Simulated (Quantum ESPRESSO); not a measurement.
## Co: energy over the lowest against total spin moment, fitted and tested on a withheld row

System: Co, 2 Co in the cell, space group P6_3/mmc. Cell as run: a = 2.507, b = 2.507, c = 4.070 Å, angles 90.0, 90.0, 120.0°, 2 atoms. From the study “Fixed-spin-moment curve of Co”.

Method: PBE; plane waves with GBRV 1.5 PBE potentials (Quantum ESPRESSO 7.5). Settings shared by all rows: cutoff 544.23 eV, 18×18×10 k-mesh, fermi-dirac occupations, smearing width 0.05 eV. All runs start parallel; opposed orders may lie lower.

The table, with one value held back:

```csv
total spin moment (μB a cell),energy over the lowest (meV a cell)
0,584.4
0.408,571.7
0.816,534.1
1.224,472.9
1.631,391.1
2.039,294.6
2.447,185.7
2.855,71.9
3.263,0.2
3.2864,0.0
3.671,47.8
4.079,237.7
4.486,?
```

**Question.** Choose a law, fit it, and give the withheld energy over the lowest (total spin moment = 4.486 μB a cell).

**Law.** Time reversal makes the energy at fixed moment even in the moment, so it is expanded as a Landau series in M². In symbols, E = c0 + c2 M² + c4 M⁴ + c6 M⁶, with energy over the lowest in meV a cell.

**Fit.** Least squares on 12 rows gives c0 = 581.916, c2 = -68.789, c4 = -1.2832 and c6 = 0.25141.

```csv
total spin moment (μB a cell),computed,fit,computed − fit
0,584.4,581.92,2.48
0.408,571.7,570.43,1.27
0.816,534.1,535.62,-1.52
1.224,472.9,476.82,-3.92
1.631,391.1,394.58,-3.48
2.039,294.6,291.81,2.79
2.447,185.7,177.99,7.71
2.855,71.9,72.11,-0.21
3.263,0.2,7.49,-7.29
3.2864,0.0,6.02,-6.02
3.671,47.8,37.16,10.64
4.079,237.7,240.15,-2.45
```

The fit has a minimum at M = 3.38 μB a cell. Its quadratic term is negative, which makes M = 0 a maximum of the fitted curve.

**Prediction.** At total spin moment = 4.486 μB a cell the law predicts 726.90 meV a cell. The computed value is 577.8 meV a cell, 149.10 below the prediction (20.5 % of it). The row lies beyond the fitted rows, so this is an extrapolation. The miss is 29 times the rms residual of the fit, 5.11.

So the prediction fails: the law follows the fitted rows but not this one.

[Logs and program files are shortened in this print: banners, set-up blocks, solver, clock and traceback lines can be left out without a mark of their own.]

[Logs are printed without paths, hosts, clocks, repeated set-up lines and the standing remarks that a program may print on its own settings, such as how far it seeks lower states.]

[Hosts, paths, dates, database ids (printed as entryN), source tags and the programs' standing remarks are cut or masked in the printed files.]

[Where a cell is said to come from a database of computed structures, the database is the Materials Project.]
